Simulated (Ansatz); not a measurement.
# A hypothetical structure for CaGa2GeSe4, part 2 of 2

This structure for CaGa2GeSe4 is made up. Its elements were placed in a known structure type with a cell scaled to their sizes. What cell does the guess relax to, and how far off was it?

Ansatz 0.2.0; DFT, PBE, plane-wave PAW, files of the set soft_1, scalar-relativistic, no spin, cell and ions relaxed at zero pressure; PAW set soft_1 (the session's first sound run).

So far: The starting structure; Relaxing cell and atoms.

## (2) Relaxing cell and atoms (continued)

The steps of the relaxation:

```csv
step,energy less that of the first step (eV),largest force component (eV/Å),pressure (GPa),volume (Å³)
1,0.0000,0.9308,-2.58,229.41
2,-0.4894,0.1461,-0.97,217.88
3,-0.6056,0.1416,0.21,209.36
4,-0.6455,0.0998,0.45,200.26
5,-0.6536,0.0160,-0.01,203.36
6,-0.6539,0.0022,0.00,203.65
7*,-0.6517,0.0021,0.00,203.65
```

Relaxation steps marked * repeat the geometry before them on a plane-wave basis chosen anew for their cell, so energy and pressure can jump there.

The run keeps the 8 symmetry operations that it works with, so distortions that break them were not tested.

```csv
"conventional cell, symmetrised",before,after,change
a (Å),8.183,7.530,-8.0 %
b (Å),8.183,7.530,-8.0 %
c (Å),6.852,7.183,+4.8 %
volume (Å³/atom),28.68,25.46,-11.2 %
```

The atoms that moved most (Å, as changes of fractional coordinates times the final cell):

```csv
atom,dx,dy,dz,length
Se3,0.061,-0.061,-0.189,0.208
Se1,-0.061,0.061,-0.189,0.208
Se2,-0.061,-0.061,0.189,0.208
Se4,0.061,0.061,0.189,0.208
```

Final coordinates:

```cif
data_structure
_symmetry_space_group_name_H-M 'P 1'
_symmetry_Int_Tables_number 1
_cell_length_a 6.4227
_cell_length_b 6.4227
_cell_length_c 6.4227
_cell_angle_alpha 108.224
_cell_angle_beta 108.224
_cell_angle_gamma 111.995
_cell_volume 203.65
loop_
_atom_site_label
_atom_site_type_symbol
_atom_site_fract_x
_atom_site_fract_y
_atom_site_fract_z
_atom_site_occupancy
Se1 Se 0.38018 0.01361 0.00000 1
Se2 Se 0.61982 0.61982 0.63343 1
Se3 Se 0.01361 0.38018 0.00000 1
Se4 Se 0.98639 0.98639 0.36657 1
Ge5 Ge 0.00000 0.00000 0.00000 1
Ga6 Ga 0.00000 0.50000 0.50000 1
Ga7 Ga 0.50000 0.00000 0.50000 1
Ca8 Ca 0.50000 0.50000 0.00000 1
```

This step gave:

- free energy: -35559.2090 eV
- energy at zero smearing: -35559.2088 eV
- Fermi energy: 7.698 eV
- gap by band count: 0.3386 eV
- electrons: 114
- symmetry operations: 8
- pressure: -0.002833 GPa

The shortest distance of each pair, which need not be the same contact before and after:

```csv
pair,guess (Å),relaxed (Å)
Ge–Se,2.540,2.410
Ca–Se,2.776,2.924
Ga–Se,3.385,3.097
Ca–Ge,3.426,3.592
Ga–Ga,3.426,3.592
```

The relaxation ends with a largest force component of 0.0021 eV/Å and a pressure of 0.00 GPa.

## (3) Bands of the relaxed cell

A second self-consistent run takes a narrower smearing and the mesh shown in its input; the bands follow along the standard path of the relaxed lattice.

This step: DFT, PBE, plane-wave PAW, files of the set soft_1, scalar-relativistic, no spin, bands and density of states at the relaxed cell; PAW set soft_1 (Ansatz 0.2.0).

Contents of input.yaml:

```yaml
crystal:
  lattice:
    - [-3.7649670727, 3.7649670727, 3.5917253345]
    - [3.7649670727, -3.7649670727, 3.5917253345]
    - [3.7649670727, 3.7649670727, -3.5917253345]
  atoms:
    - { symbol: Se, position: [0.3801764, 0.0136058909, 0.0] }
    - { symbol: Se, position: [0.6198236, 0.6198236, 0.6334294909] }
    - { symbol: Se, position: [0.0136058909, 0.3801764, 0.0] }
    - { symbol: Se, position: [0.9863941091, 0.9863941091, 0.3665705091] }
    - { symbol: Ge, position: [0.0, 0.0, 0.0] }
    - { symbol: Ga, position: [0.0, 0.5, 0.5] }
    - { symbol: Ga, position: [0.5, 0.0, 0.5] }
    - { symbol: Ca, position: [0.5, 0.5, 0.0] }
kpoints:
  mp_grid: { grid: [6, 6, 6] }
  band_path:
    path:
      - [[0.0, 0.0, 0.0], [0.0, 0.0, 0.5], [-0.5, 0.5, 0.5], [0.0, 0.0, 0.0], [0.47752225, 0.47752225, -0.47752225], [0.25, 0.25, 0.25], [0.0, 0.5, 0.0], [-0.47752225, 0.52247775, 0.47752225], [-0.5, 0.5, 0.5]]
      - [[0.0, 0.0, 0.5], [0.25, 0.25, 0.25]]
    npoints: 8
scf:
  occupations: { method: fermi_dirac, width: 0.03 }
  n_extra_bands: 12
hamiltonian:
  xc: pbe
  pseudopotentials: { kind: paw, azcp: { folder: soft_1 } }
output:
  forces: true
  stress: true
  write_bands: true
  dos: { projected: true }
  write_density: true
  write_potential: true
  elf: true
  volumetric_format: npy
```

Run with:

```console
> ansatz run input.yaml --threads 4 --pin off --max-ram 10240MiB --backend cpu --events-out ev --progress --plain --runs-dir out
```

Numbers of over 12 decimals in the logs are rounded to 6 here.

Log:

```text
[...]
Crystal: 8 atoms, lattice volume = 203.650 Å³
Basis set: ecut = 420 eV, 3981 PW (Γ), exchange–correlation on 90×90×90 points (8 copies of the dense FFT grid, shifted against one another)
Bands: 69, of which v1, the nominal top of the filled ones, is band 57 counted from 1 (56 counted from 0)
Symmetry: 8 space group operations
[...]
k-points: 30 of 216 (time reversal used)
[...]
SCF iter   1: F=—  HF=-35562.443782 eV  |F-HF|=—  |Δ(HF+E_count)|=         —  Δρ=5.62e-2  dr2=1.34e1  ethr=3.10e-3  ⟨swp⟩=8.2  Hψ=8614  notcnv=0
[...]
SCF iter  10: F=-35559.208312 eV  HF=-35559.208312 eV  |F-HF|=4.52e-8  |Δ(HF+E_count)|=   6.10e-7  Δρ=4.66e-6  dr2=4.12e-8  ethr=8.77e-11  ⟨swp⟩=13.4  Hψ=15886  notcnv=0
SCF 1 converged in 10 iterations: F = -35559.208312 eV  dr2 = 4.12e-8
[...]
NSCF: frozen V_eff on 74 k-points
SCF converged after 10 iterations
Free energy (F): -35559.208312 eV
[...]
Internal energy: -35559.208268 eV  (E = F + TS)
E sigma→0 (E₀):  -35559.208290 eV
Entropy (-TS):   -0.000044 eV (-0.005 meV/atom)
Fermi energy:    7.779519 eV
[...]
--- Forces (eV/Å), atoms counted from 1 ---
  atom   1  Se     0.00263111    -0.00263111     0.00126559
  atom   2  Se     0.00263111     0.00263111    -0.00126559
  atom   3  Se    -0.00263111     0.00263111     0.00126559
  atom   4  Se    -0.00263111    -0.00263111    -0.00126559
  atom   5  Ge    -0.00000000    -0.00000000     0.00000000
  atom   6  Ga    -0.00000000     0.00000000     0.00000000
  atom   7  Ga    -0.00000000     0.00000000    -0.00000000
  atom   8  Ca     0.00000000     0.00000000    -0.00000000
  max |Σ_I F_I| component: 2.91e-17 eV/Å
--- Stress (GPa, compression-positive) ---
       -0.000954      -0.000000      -0.000000
       -0.000000      -0.000954       0.000000
       -0.000000       0.000000       0.007932
  P = ⅓ Tr σ = 0.0020 GPa (0.020 kbar)
--- Band table (eV; the first three rows and the last of 30) ---
  k-point 0: bands = [... 53 lower, 5.6458, 5.6458, 5.9011, 6.5061, 8.8724, 10.3869, 10.3869, 10.8417, ... 8 higher]
  k-point 1: bands = [... 53 lower, 5.2806, 5.8385, 6.1717, 6.5726, 8.7033, 10.0684, 10.1898, 10.3180, ... 8 higher]
  k-point 2: bands = [... 53 lower, 5.4815, 5.6334, 6.3525, 6.4187, 8.5204, 9.1131, 9.4351, 9.4796, ... 8 higher]
  k-point 29: bands = [... 53 lower, 6.2363, 6.2363, 6.3974, 7.6479, 8.0742, 8.6228, 9.1793, 9.1793, ... 8 higher]
```

It took 26 s on 4 threads of Arm Neoverse V2, shared host; peak memory 1.1 GiB; 1.7 min of CPU time.

The column dr2 measures how far the density is from self-consistency, as an energy; F and HF (Harris–Foulkes) agree once it is small.

This step gave:

| Item | Value |
| --- | --- |
| free energy | -35559.2083 eV |
| Fermi energy | 7.780 eV |
| gap by band count | 0.3001 eV |
| pressure | 0.002008 GPa |

From bands.tsv. The electronic bands at the labelled points (eV, zero at the valence top; v1 is the highest filled band, c1 the lowest empty one):

```csv
point,v4,v3,v2,v1,c1,c2,c3,c4
Γ,-2.00,-2.00,-1.75,-1.14,1.22,2.74,2.74,3.19
halfway,-2.30,-1.89,-1.39,-1.10,0.95,1.93,2.25,2.35
X,-2.21,-2.09,-1.61,-0.93,0.73,1.04,1.12,1.37
halfway,-1.92,-1.91,-1.63,-0.63,0.51,0.79,1.31,1.44
M,-1.41,-1.41,-1.25,0.00,0.43,0.97,1.53,1.53
halfway,-2.27,-1.94,-1.51,-1.21,0.64,1.48,2.15,2.39
Γ,-2.00,-2.00,-1.75,-1.14,1.22,2.74,2.74,3.19
halfway,-2.10,-2.01,-1.90,-0.76,0.70,1.58,1.58,2.30
Z,-1.42,-1.42,-1.25,-0.01,0.40,1.02,1.51,1.51
halfway,-2.23,-1.79,-1.75,-0.75,0.69,1.28,1.45,1.59
P,-2.57,-2.57,-1.12,-1.12,0.53,1.54,1.93,2.59
halfway,-2.43,-2.06,-1.37,-1.18,0.93,1.52,1.76,2.26
N,-2.16,-1.89,-1.27,-1.22,1.04,1.47,1.75,1.93
halfway,-2.01,-1.64,-1.54,-0.61,0.53,1.22,1.50,1.75
Z1,-1.42,-1.42,-1.25,-0.01,0.40,1.02,1.51,1.51
halfway,-1.41,-1.41,-1.25,0.00,0.42,0.99,1.53,1.53
M,-1.41,-1.41,-1.25,0.00,0.43,0.97,1.53,1.53
jump to X,-2.21,-2.09,-1.61,-0.93,0.73,1.04,1.12,1.37
halfway,-2.31,-2.22,-1.30,-1.10,0.40,1.45,1.56,1.69
P,-2.57,-2.57,-1.12,-1.12,0.53,1.54,1.93,2.59
```

States per cell as run, both spins, in windows of 1 eV, from dos.tsv (zero at the valence-band top):

```
from  to  total
  -8  -7   0.00
  -7  -6   1.34
  -6  -5   2.67
  -5  -4   4.51
  -4  -3   4.76
  -3  -2   6.92
  -2  -1   5.11
  -1   0   0.70
   0   1   2.01
   1   2   4.25
   2   3   5.39
   3   4   8.19
   4   5   4.16
```

Below -8 eV lie 88.0 more states.

ELF in the ac plane of the conventional cell at fractional y = 0.000, with atoms of Ge and Ga and Ca within 0.2 Å of it. It is the smooth field of the valence electrons, not physical close to the nuclei.

Ten even steps from '_' (0.02) to '@' (0.84), each cell a mean:
```
::::====::....----..__..----::__..--==--::
--==++==--::..::----::------....::==++==--
====++++++==::::----==----::::--==++++++==
--==++++**++--....::--::::..::==****++==--
..::==****++--..____________::==****++--..
__..--++**==::____........__..--++**==::__
..__..--==::....::------::......----::__..
##++..__......::------------..........--**
@@@@++______..----::....--==::..____--%%@@
@@@@%%..____::==--....__::==--..____++@@@@
@@@@##..____::==--..__..--==--..____==@@@@
@@%%==______..--==--::------::______..**@@
==::....::......----==----::....::::....--
____::==++--..__..::::::::....::==++--..__
__::==****++::______________..==****++--..
::--==****++--..__..........::==****++==::
====++++++==::..::------::..::==++++++====
====++++==--::::----------::..::--==++++==
::--====::....::--::....----....::--====::
==::====::__..----....__::--::__..--==--::
```
Columns run along a (7.5 Å), rows up along c (7.2 Å), edges of the conventional cell, whose origin can differ from the input's. Atoms in or near the plane, at fractional coordinates: Ge at (0.00, 0.00), Ga at (0.50, 0.00), Ga at (0.50, 0.50), Ca at (0.00, 0.50).

Valence density in the ac plane of the conventional cell at fractional y = 0.000, with atoms of Ge and Ga and Ca within 0.2 Å of it. It is the smooth field of the valence electrons, not physical close to the nuclei.

Values in e/Å³, 11 rows by 16 columns, each cell a mean:
```
11  1  0  0  0  0  1  6 11  1  0  0  0  0  1  7
 0  0  0  0  0  0  0  0  0  0  0  0  0  0  0  0
 0  0  0  0  0  0  0  0  0  0  0  0  0  0  0  0
 0  0  0  0  0  0  0  0  0  0  0  0  0  0  0  0
 3  1  0  0  0  0  0  3  4  1  0  0  0  0  1  2
 6  2  0  0  0  0  1 14 25  2  0  0  0  0  1  5
 2  1  0  0  0  0  0  1  1  0  0  0  0  0  0  1
 0  0  0  0  0  0  0  0  0  0  0  0  0  0  0  0
 0  0  0  0  0  0  0  0  0  0  0  0  0  0  0  0
 1  0  0  0  0  0  0  0  1  0  0  0  0  0  0  1
20  2  0  0  0  0  1 11 19  2  0  0  0  0  1 12
```
Columns run along a (7.5 Å), rows up along c (7.2 Å), edges of the conventional cell, whose origin can differ from the input's. Atoms in or near the plane, at fractional coordinates: Ge at (0.00, 0.00), Ga at (0.50, 0.00), Ga at (0.50, 0.50), Ca at (0.00, 0.50).

Electrostatic potential energy in the ac plane of the conventional cell at fractional y = 0.000, with atoms of Ge and Ga and Ca within 0.2 Å of it. With pseudopotentials it is smooth inside the atoms' cores, unlike the true potential.

Values in eV, 11 rows by 16 columns, each cell a mean:
```
-14 -12   3   9  10   7   0  15  18   3   4  10  10   6  -7 -15
 -1   4   8   9  10  10   7   2   2   5   9  10  10   8   6   0
  8   9   9  10  11  11  10  10   9  10  11  11  10   9   9   9
  3   6   8  10  11  10   9   6   5   8  10  11  10   9   7   4
-20 -11   3   8  10   8   0   8  11   1   5   9   9   6  -5 -19
-23 -20   0   7   9   6   1  22  23   9   2   9   8   3 -14 -23
-15  -6   5   9  10   8   2   3   5   1   7  10   9   7  -1 -13
  6   7   9  10  11  11  10   8   8   9  10  11  10   9   8   6
  8   9   9   9  11  11  10   9   9  10  11  11  10   9   9   8
 -7   0   7   9  10   9   5   1   1   3   8  10  10   8   3  -5
-13 -14   2   9  10   7   0  20  22   6   3   9  10   6 -10 -14
```
Columns run along a (7.5 Å; values clipped at the 3rd and 97th percentile), rows up along c (7.2 Å), edges of the conventional cell, whose origin can differ from the input's. Atoms in or near the plane, at fractional coordinates: Ge at (0.00, 0.00), Ga at (0.50, 0.00), Ga at (0.50, 0.50), Ca at (0.00, 0.50).

## (4) What came out

```
space group, relaxed : I-42m
conventional cell    : a = 7.530, b = 7.530, c = 7.183 Å; α = 90.0°, β = 90.0°, γ = 90.0°
volume per atom      : 25.46 Å³ (guess 28.68)
```

What this shows: CaGa2GeSe4 relaxes to I-42m with a = 7.530, b = 7.530 and c = 7.183 Å. The guessed volume was 13 % too large. The space group I-42m was held in the relaxation, so the end point is a stationary structure within it and may be a saddle against distortions or other arrangements. It has an indirect Kohn–Sham gap of 0.24 eV, which semilocal functionals understate. On the 6×6×6 mesh with the narrower smearing (relaxed on 5×5×5) the largest force component is 0.003 eV/Å and the largest stress component is 0.008 GPa, within the relaxation's thresholds of 0.015 eV/Å and 0.05 GPa. The cutoff wasn't tested. No dispersion term is used, so weakly bound directions may come out too long. Nothing here tests whether the compound is stable against decomposition.

[Logs are printed without paths, hosts, clocks, repeated set-up lines and the standing remarks that a program may print on its own settings, such as how far it seeks lower states.]

[Hosts, paths, dates, database ids (printed as entryN), source tags and the programs' standing remarks are cut or masked in the printed files.]
